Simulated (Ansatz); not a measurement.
# C(100)/TiO2(101) interface (120 atoms): geometry optimisation, part 3 of 3

Wanted: the relaxed structure of C(100)/TiO2(101) interface (120 atoms) and its electronic structure.

Ansatz 0.2.0; Kohn-Sham DFT, LDA, PAW (set soft_2), plane waves.

The cell: 72 C, 16 Ti and 32 O. The host structure and its lattice constant were typed by rule, without a check against the phase diagram. The main run has no spin polarisation.

So far. Step 3 (Relaxation): The relaxation changed the energy by -306 meV/atom, and atoms moved by 0.47 Å r.m.s., 0.80 Å at most.

## (5) Single point at the relaxed geometry

The electronic structure is read at the final geometry, in a run of its own.

input.yaml reads:

```yaml
crystal:
  lattice:
    - [10.2393, 0.0, 0.0]
    - [0.0, 7.57, 0.0]
    - [0.0, 0.0, 23.58071]
  atoms:
    - { symbol: C, position: [0.72068, 0.73535, 0.26916] }
    - { symbol: C, position: [0.59651, 0.33098, 0.2857] }
    - { symbol: C, position: [0.59442, 0.49917, 0.32657] }
    - { symbol: C, position: [0.72241, 0.49319, 0.36203] }
    - { symbol: C, position: [0.72, 0.33261, 0.40004] }
    - { symbol: C, position: [0.59303, 0.57015, 0.44007] }
    - { symbol: C, position: [0.7207, 0.30024, 0.2567] }
    - { symbol: C, position: [0.59656, 0.97583, 0.29792] }
    - { symbol: C, position: [0.59789, 0.15096, 0.32806] }
    - { symbol: C, position: [0.71992, 0.16286, 0.36553] }
    - { symbol: C, position: [0.71971, 0.00561, 0.41538] }
    - { symbol: C, position: [0.59322, 0.37054, 0.43354] }
    - { symbol: C, position: [0.72039, 0.91625, 0.27001] }
    - { symbol: C, position: [0.59526, 0.67473, 0.29682] }
    - { symbol: C, position: [0.59583, 0.82383, 0.34474] }
    - { symbol: C, position: [0.72078, 0.82086, 0.3815] }
    - { symbol: C, position: [0.7203, 0.63537, 0.411] }
    - { symbol: C, position: [0.59197, 0.01261, 0.44557] }
    - { symbol: C, position: [0.47034, 0.73594, 0.2694] }
    - { symbol: C, position: [0.34616, 0.32499, 0.28288] }
    - { symbol: C, position: [0.34309, 0.50234, 0.32736] }
    - { symbol: C, position: [0.46574, 0.49008, 0.36172] }
    - { symbol: C, position: [0.47092, 0.32719, 0.39842] }
    - { symbol: C, position: [0.34509, 0.61414, 0.44448] }
    - { symbol: C, position: [0.47304, 0.29773, 0.25672] }
    - { symbol: C, position: [0.34638, 0.97741, 0.29688] }
    - { symbol: C, position: [0.3481, 0.15235, 0.32595] }
    - { symbol: C, position: [0.47483, 0.1615, 0.36304] }
    - { symbol: C, position: [0.47399, 0.01468, 0.40935] }
    - { symbol: C, position: [0.34685, 0.29756, 0.43362] }
    - { symbol: C, position: [0.47126, 0.91704, 0.27009] }
    - { symbol: C, position: [0.34426, 0.67625, 0.29679] }
    - { symbol: C, position: [0.34503, 0.82705, 0.34456] }
    - { symbol: C, position: [0.46987, 0.82387, 0.38036] }
    - { symbol: C, position: [0.46747, 0.64315, 0.41281] }
    - { symbol: C, position: [0.35, 0.06743, 0.44303] }
    - { symbol: C, position: [0.22038, 0.73849, 0.26935] }
    - { symbol: C, position: [0.09636, 0.33372, 0.28442] }
    - { symbol: C, position: [0.09803, 0.50131, 0.3274] }
    - { symbol: C, position: [0.21998, 0.48971, 0.36446] }
    - { symbol: C, position: [0.2199, 0.32172, 0.39983] }
    - { symbol: C, position: [0.09152, 0.63954, 0.44547] }
    - { symbol: C, position: [0.21992, 0.3069, 0.25562] }
    - { symbol: C, position: [0.09507, 0.97927, 0.29686] }
    - { symbol: C, position: [0.09406, 0.15289, 0.32674] }
    - { symbol: C, position: [0.22239, 0.16125, 0.36194] }
    - { symbol: C, position: [0.22039, 0.01818, 0.41081] }
    - { symbol: C, position: [0.09344, 0.28349, 0.43337] }
    - { symbol: C, position: [0.22065, 0.91984, 0.26946] }
    - { symbol: C, position: [0.0965, 0.67837, 0.29765] }
    - { symbol: C, position: [0.09558, 0.8289, 0.34462] }
    - { symbol: C, position: [0.22066, 0.83228, 0.38129] }
    - { symbol: C, position: [0.21904, 0.65032, 0.41549] }
    - { symbol: C, position: [0.09336, 0.08337, 0.44012] }
    - { symbol: C, position: [0.97091, 0.73767, 0.26967] }
    - { symbol: C, position: [0.84611, 0.33657, 0.28296] }
    - { symbol: C, position: [0.84765, 0.50014, 0.32562] }
    - { symbol: C, position: [0.97503, 0.49264, 0.36268] }
    - { symbol: C, position: [0.9711, 0.32727, 0.39828] }
    - { symbol: C, position: [0.85003, 0.58565, 0.44294] }
    - { symbol: C, position: [0.9716, 0.3142, 0.25533] }
    - { symbol: C, position: [0.84415, 0.97747, 0.29724] }
    - { symbol: C, position: [0.84266, 0.14878, 0.32822] }
    - { symbol: C, position: [0.96592, 0.16406, 0.3618] }
    - { symbol: C, position: [0.96759, 0.01151, 0.41263] }
    - { symbol: C, position: [0.8472, 0.35705, 0.43367] }
    - { symbol: C, position: [0.96992, 0.91911, 0.26978] }
    - { symbol: C, position: [0.84624, 0.67603, 0.29665] }
    - { symbol: C, position: [0.84521, 0.82565, 0.34484] }
    - { symbol: C, position: [0.96989, 0.82936, 0.38041] }
    - { symbol: C, position: [0.97378, 0.6389, 0.40919] }
    - { symbol: C, position: [0.84632, 0.03791, 0.44576] }
    - { symbol: Ti, position: [0.55053, 0.96097, 0.53282] }
    - { symbol: Ti, position: [0.0502, 0.68822, 0.53261] }
    - { symbol: Ti, position: [0.76042, 0.70804, 0.56095] }
    - { symbol: Ti, position: [0.2602, 0.9409, 0.56057] }
    - { symbol: O, position: [0.73575, 0.95503, 0.55154] }
    - { symbol: O, position: [0.23749, 0.69313, 0.54972] }
    [... 36 atom lines left out ...]
    - { symbol: O, position: [0.78283, 0.1992, 0.73622] }
    - { symbol: O, position: [0.28294, 0.44861, 0.73658] }
    - { symbol: O, position: [0.93486, 0.44846, 0.67929] }
    - { symbol: O, position: [0.43464, 0.20067, 0.67899] }
    - { symbol: O, position: [0.71934, 0.20491, 0.63803] }
    - { symbol: O, position: [0.21879, 0.44769, 0.63853] }
kpoints:
  mp_grid: { grid: [1, 2, 1] }
hamiltonian:
  xc: lda
scf:
  occupations: { method: fermi_dirac, width: 0.025 }
output:
  forces: true
  populations: true
  dos:
    method: { smearing: { sigma: 0.15 } }
    de: 0.1
    projected:
      site_lists:
        C: [0, 1, 2, 3, 4, 5, 6, 7, 8, 9, 10, 11, 12, 13, 14, 15, 16, 17, 18, 19, 20, 21, 22, 23, 24, 25, 26, 27, 28, 29, 30, 31, 32, 33, 34, 35, 36, 37, 38, 39, 40, 41, 42, 43, 44, 45, 46, 47, 48, 49, 50, 51, 52, 53, 54, 55, 56, 57, 58, 59, 60, 61, 62, 63, 64, 65, 66, 67, 68, 69, 70, 71]
        O: [O]
        Ti: [Ti]
        TiO2: [72, 73, 74, 75, 76, 77, 78, 79, 80, 81, 82, 83, 84, 85, 86, 87, 88, 89, 90, 91, 92, 93, 94, 95, 96, 97, 98, 99, 100, 101, 102, 103, 104, 105, 106, 107, 108, 109, 110, 111, 112, 113, 114, 115, 116, 117, 118, 119]
  eigenvalues: true
  write_density: true
  write_potential: true
  volumetric_format: npy
```

Started as:

```bash
$ ansatz run input.yaml --threads 4 --pin off --max-ram 8192MiB --backend cpu --events-out ev --progress --plain --runs-dir out
```

Log:

```text
[...]
Crystal: 120 atoms, lattice volume = 1827.776 Å³
Basis set: ecut = 420 eV, 35757 PW (Γ)
Bands: 456, of which v1, the nominal top of the filled ones, is band 336 counted from 1 (335 counted from 0)
Symmetry: 1 space group operations
[...]
k-points: 2
[...]
SCF iter   1: F=—  HF=-74476.470875 eV  |F-HF|=—  |Δ(HF+E_count)|=         —  Δρ=2.20e-2  dr2=2.71e1  ethr=1.77e-3  ⟨swp⟩=7.0  Hψ=4050  notcnv=0  defer=181
[...]
SCF iter  23: F=-74473.395064 eV  HF=-74473.395064 eV  |F-HF|=4.09e-8  |Δ(HF+E_count)|=   1.42e-8  Δρ=1.73e-6  dr2=7.94e-8  ethr=1.49e-11  ⟨swp⟩=25.0  Hψ=8589  notcnv=0
SCF 1 converged in 23 iterations: F = -74473.395064 eV  dr2 = 7.94e-8
[...]
WARN: The output density's exchange-correlation potential varies sharply where the density is thin. Do not read a vacuum level from v_tot or v_xc, or from such a field of the output density. On a cell that repeats whose density bears no net charge and no dipole along the vacuum's axis use v_es (v_loc + v_h of the components); [...]
SCF converged after 23 iterations
Free energy (F): -74473.395064 eV
[...]
Internal energy: -74473.349949 eV  (E = F + TS)
E sigma→0 (E₀):  -74473.372506 eV
Entropy (-TS):   -0.045115 eV (-0.376 meV/atom)
Fermi energy:    3.180352 eV
[...]
--- Forces (eV/Å), atoms counted from 1 ---
  atom   1  C     -0.00302934    -0.01071717     0.00419402
  atom   2  C      0.00213722     0.00280727    -0.00343974
  atom   3  C     -0.00232140     0.00594764    -0.00378873
  atom   4  C      0.00094228    -0.00044543     0.00054306
  atom   5  C      0.00189263     0.00520225    -0.00193181
  atom   6  C      0.00220397     0.00409786     0.00534781
  atom   7  C     -0.00347169     0.00855624     0.01622522
  atom   8  C     -0.00124879    -0.00089735     0.00149003
  atom   9  C     -0.00519920    -0.00012875     0.00300400
  atom  10  C      0.00588495     0.00770908    -0.00699897
  atom  11  C     -0.00036156    -0.00444323     0.00362842
  atom  12  C     -0.00019731    -0.02168846     0.00007061
  atom  13  C     -0.00422196     0.00829384     0.00142541
  atom  14  C      0.00516760    -0.00610700     0.00001772
[...]
atom 119  O      0.00018236    -0.00961696     0.00172728
  atom 120  O     -0.00297528     0.00094554     0.01281012
  max |Σ_I F_I| component: 1.98e-3 eV/Å
--- Band table (eV) ---
[...]
--- Löwdin populations: 120 sites ---
  site symbol       q [e]
     0      C      3.9914
     1      C      3.9756
     2      C      3.9942
[...]
119      O      6.5253
  spilling = 0.004671 (of n_electrons = 672.000000)
```

It took 2.2 min on 4 threads of Arm Neoverse V2, shared host; peak memory 4.8 GiB.

The program notes that the exchange-correlation potential is rough where the density is thin.

The run gave:

| Item | Value |
| --- | --- |
| free energy | -74473.3951 eV |
| free energy per atom | -620.6116 eV/atom |
| SCF cycles | 23 |
| r.m.s. force component | 0.00594 eV/Å |
| longest force | 0.03643 eV/Å |
| Fermi energy | 3.18 eV |
| levels partly filled by over 2 per cent | 3 |
| spilling of the projection | 0.004671 |

Löwdin charges by element and coordination (they lack the spilled electrons, 0.026 e an atom on average):

```csv
element,coordination,atoms,mean charge (e),spread,least,most
C,all,72,0.0174,0.079,-0.211,0.222
C,2,4,-0.0302,0.0059,-0.0365,-0.0222
C,3,12,-0.0105,0.0905,-0.210,0.056
C,4,56,0.0268,0.0765,-0.211,0.222
O,all,32,-0.566,0.0917,-0.660,-0.305
O,2,4,-0.517,0.0088,-0.526,-0.508
O,3,26,-0.594,0.0628,-0.660,-0.428
O,4,2,-0.305,2.0e-4,-0.305,-0.305
Ti,all,16,1.25,0.0504,1.14,1.30
Ti,5,4,1.29,0.0072,1.29,1.30
Ti,6,10,1.25,0.0294,1.20,1.28
Ti,7,2,1.14,9.0e-4,1.14,1.14
```

By region:

```csv
region,atoms,mean length of the force (eV/Å)
C,72,0.01
TiO2,48,0.007
```

Density of states as counts of states in windows of 1 eV (from the Fermi level), total and the larger projections:

```csv
from (eV),to (eV),total,TiO2,C p,O p,Ti d,C s
-18,-17,21.3,11.6,3.9,0.1,0.6,5.7
-17,-16,8.7,0.1,3.6,0.1,0.0,4.8
-16,-15,13.0,0.3,5.5,0.1,0.0,7.1
-15,-14,10.9,0.4,4.6,0.2,0.0,5.8
-14,-13,11.3,0.4,5.5,0.3,0.0,5.2
-13,-12,11.6,0.5,6.8,0.4,0.0,4.3
-12,-11,13.8,1.1,8.5,0.9,0.1,4.2
-11,-10,17.8,1.4,11.5,1.0,0.1,4.8
-10,-9,15.6,1.9,10.9,1.5,0.2,2.7
-9,-8,21.7,3.1,15.9,2.6,0.3,2.6
-8,-7,30.0,7.0,20.3,5.3,1.3,2.5
-7,-6,65.0,41.8,20.8,30.0,9.9,2.1
-6,-5,63.2,36.9,24.1,27.4,8.5,1.8
-5,-4,61.9,40.3,20.2,32.5,6.5,1.0
-4,-3,53.7,38.1,14.8,34.1,3.2,0.5
-3,-2,27.0,15.3,10.9,13.8,1.2,0.5
-2,-1,11.1,1.3,8.9,0.7,0.5,0.7
-1,0,16.2,2.7,11.5,0.6,2.0,1.7
0,1,29.6,19.2,9.2,1.8,17.1,0.8
1,2,64.4,55.0,7.3,8.2,45.7,1.0
2,3,27.6,23.2,3.1,5.1,16.8,0.4
3,4,31.9,24.8,4.3,4.6,17.8,1.4
4,5,33.2,23.9,5.2,6.6,15.0,2.0
```

Between -26 and -18 eV lie 70 more states.

The stored curve holds about 544 of the 672 electrons; the rest, give or take the few that broadening carries across the Fermi level, lie in deeper levels below its range.

The levels nearest the highest filled one (over half full), pooled over k-points and spins:

```csv
level less the highest filled one (eV),occupation
-0.219,2
-0.159,2.00
-0.158,2.00
-0.122,1.99
-0.107,1.98
0,1.20
0.0335,0.566
0.0596,0.244
0.124,0.021
0.221,0
0.242,0
0.255,0
```

Planar average of the electrostatic potential energy along the normal, with the Fermi level as zero, after a running mean with a triangular window 4 Å wide at its base:

```csv
height (Å),potential energy (eV)
0.0,5.64
0.7,5.71
1.3,5.76
2.1,5.83
2.7,5.88
3.4,5.87
4.0,5.52
4.7,3.40
5.3,-0.04
6.0,-5.60
6.6,-9.30
7.4,-11.47
8.1,-11.82
8.7,-11.71
9.4,-11.13
10.0,-9.71
10.8,-7.06
11.3,-5.82
12.1,-6.07
12.7,-6.72
13.4,-5.82
14.0,-4.19
14.7,-3.48
15.3,-4.79
16.1,-6.69
16.8,-5.73
17.4,-2.79
18.1,1.46
18.7,3.78
19.5,5.02
20.0,5.28
20.8,5.37
21.4,5.43
22.1,5.50
22.7,5.56
23.4,5.63
```

Valence density in the cb plane at fractional x = 0.077, with atoms of C and O and Ti within 0.2 Å of it. It is the smooth field of the valence electrons, not physical close to the nuclei.

Values in e/Å³, 11 rows by 16 columns, each cell a mean:
```
1.0 0.3 0.2 0.2 1.0 4.9 0.3 0.1 1.3 2.8 0.1 0.0 0.0 0.0 0.0 0.0
1.4 0.9 0.1 0.1 0.4 1.7 0.2 0.0 0.3 0.7 0.1 0.0 0.0 0.0 0.0 0.0
1.3 0.5 0.3 0.4 1.1 2.4 0.1 0.0 0.7 2.7 0.2 0.0 0.0 0.0 0.0 0.0
0.8 0.2 0.9 1.4 2.3 4.9 0.1 0.0 1.1 4.2 0.2 0.0 0.0 0.0 0.0 0.0
1.1 0.3 0.7 0.9 0.5 1.1 0.1 0.0 0.3 0.7 0.1 0.0 0.0 0.0 0.0 0.0
1.6 0.4 0.2 0.2 0.6 4.0 0.4 0.1 1.1 2.1 0.1 0.0 0.0 0.0 0.0 0.0
0.7 0.2 0.4 0.3 0.5 3.4 0.3 0.1 0.8 1.7 0.1 0.0 0.0 0.0 0.0 0.0
0.4 0.2 1.3 1.0 0.8 0.8 0.1 0.0 0.4 1.0 0.1 0.0 0.0 0.0 0.0 0.0
1.1 0.3 1.1 0.9 4.4 3.8 0.1 0.0 1.2 4.6 0.2 0.0 0.0 0.0 0.0 0.0
1.5 0.4 1.0 1.2 2.3 2.0 0.1 0.0 0.6 1.9 0.1 0.0 0.0 0.0 0.0 0.0
0.9 0.2 0.9 1.0 0.5 1.2 0.1 0.0 0.5 1.0 0.1 0.0 0.0 0.0 0.0 0.0
```
Columns run along c (16.0 Å, from fractional 0.32 to 1.00 of the cell), rows up along b (7.6 Å). Atoms in or near the plane, at fractional coordinates: C at (0.45, 0.64), C at (0.33, 0.15), C at (0.43, 0.28), C at (0.34, 0.83), C at (0.44, 0.08), O at (0.54, 0.94), O at (0.71, 0.70), Ti at (0.52, 0.19), O at (0.54, 0.45), O at (0.71, 0.20).

Electrostatic potential energy in the cb plane at fractional x = 0.077, with atoms of C and O and Ti within 0.2 Å of it. With pseudopotentials it is smooth inside the atoms' cores, unlike the true potential.

Ten even steps from '0' (-54 eV) to '9' (9 eV), each cell a mean:
```
99999984005889999889998303899999743347899999
99999987446668899999998303899999753357899999
99999998875105899999998646999999875578999999
99999998885005899999998767899999988789999999
99999998666447899889986445799999985359999999
99999985115888998646874223689999972038999999
99999985004899987202774223689999973138999999
99999997446889987202786445799999987679999999
99999999863478998657898767899999887788999999
99999999840058999989999634899999864468899999
99999998851168999999998301699999743347899999
99999986576788999999998412799999753357899999
99999961048899987568998767999999875578999999
99999960048899983017987678999999987789999999
99999985467889983017864346899999984359999999
99999998863378987458753235899999972038999999
99999999840058988557853235899999973148999999
99999999851168986104874447899999987679999999
99999998656789986004887778999999887788999999
99999985015899988547998656999999864458899999
```
Columns run along c (16.0 Å, from fractional 0.17 to 0.85 of the cell; values clipped at the 3rd and 97th percentile), rows up along b (7.6 Å). Atoms in or near the plane, at fractional coordinates: C at (0.28, 0.33), C at (0.45, 0.64), C at (0.30, 0.98), C at (0.33, 0.15), C at (0.43, 0.28), C at (0.30, 0.68), C at (0.34, 0.83), C at (0.44, 0.08), O at (0.54, 0.94), O at (0.71, 0.70), Ti at (0.52, 0.19), O at (0.54, 0.45), O at (0.71, 0.20).

Mean Löwdin charges: C +0.02, O -0.57, Ti +1.25 e (they miss 0.47 % of the electrons, so they add up to more than the cell's charge). Within 0.4 eV of the Fermi level the largest share is C p (69 % of the projected weight). The potential slopes across the vacuum by 0.094 eV/Å: the slab bears a dipole, and with periodic images along the normal there is no flat vacuum level to read.

The surroundings of C7, which has 2 bonded neighbours where the commonest count for C is 4, nearest first, numbered as they follow in the input and with coordinates relative to it.

```csv
atom,x,y,z,distance (Å),bonds,Löwdin charge (e)
C7,0.00,0.00,0.00,0.00,2,-0.04
C56,1.28,0.28,0.62,1.45,4,0.02
C2,-1.27,0.23,0.68,1.46,4,0.02
C9,-1.26,-1.13,1.68,2.39,4,0.08
C63,1.25,-1.15,1.69,2.39,4,0.07
C25,-2.54,-0.02,0.00,2.54,2,-0.02
C61,2.57,0.11,-0.03,2.57,2,-0.04
C57,1.30,1.51,1.63,2.57,4,0.01
C3,-1.29,1.51,1.65,2.58,4,0.01
```

The column of bonds counts only the pairs C-C within 1.85 Å, C-O within 1.73 Å, C-Ti within 2.64 Å, O-Ti within 2.64 Å; other neighbours, such as metal atoms beside each other in a compound, aren't counted, and periodic images can show an atom twice.

## (6) Outcome

| Property | Result |
| --- | --- |
| energy change in the relaxation | -305.6 meV/atom |
| r.m.s. displacement | 0.466 Å |
| largest displacement | 0.798 Å |
| free energy per atom | -620.6116 eV/atom |
| r.m.s. force component | 0.00594 eV/Å |
| wall time of the 3 DFT runs | 22 min |

In words: Relaxation lowers the energy by 306 meV/atom and moves atoms by 0.47 Å r.m.s.; the r.m.s. force component goes from 1.4 to 0.0059 eV/Å. By the final cutoffs 3 of 218 bonded pairs parted and 13 joined. First to last step the energy falls by 36.675 eV; the largest move, 0.80 Å, is that of C31, with 2 other atoms within 2 % of it. The C-Ti bonds change most in mean length: from 2.475 Å (spread 0.088) to 2.172 Å (spread 0.044), and their number from 7 to 6. With the cutoffs above, 78 % of C atoms have 4, 81 % of O atoms have 3 and 62 % of Ti atoms have 6 bonded neighbours. 3 levels are partly filled, by over 2 % (on the run's k-points): no clear gap opens at this level. Levels of broken or missing bonds inside a gap of the host would look the same.

Caveats: The slab bears a dipole and has periodic images along its normal, so a spurious field crosses the vacuum.

[Logs are printed without paths, hosts, clocks, repeated set-up lines and the standing remarks that a program may print on its own settings, such as how far it seeks lower states.]

[Hosts, paths, dates, database ids (printed as entryN), source tags and the programs' standing remarks are cut or masked in the printed files.]
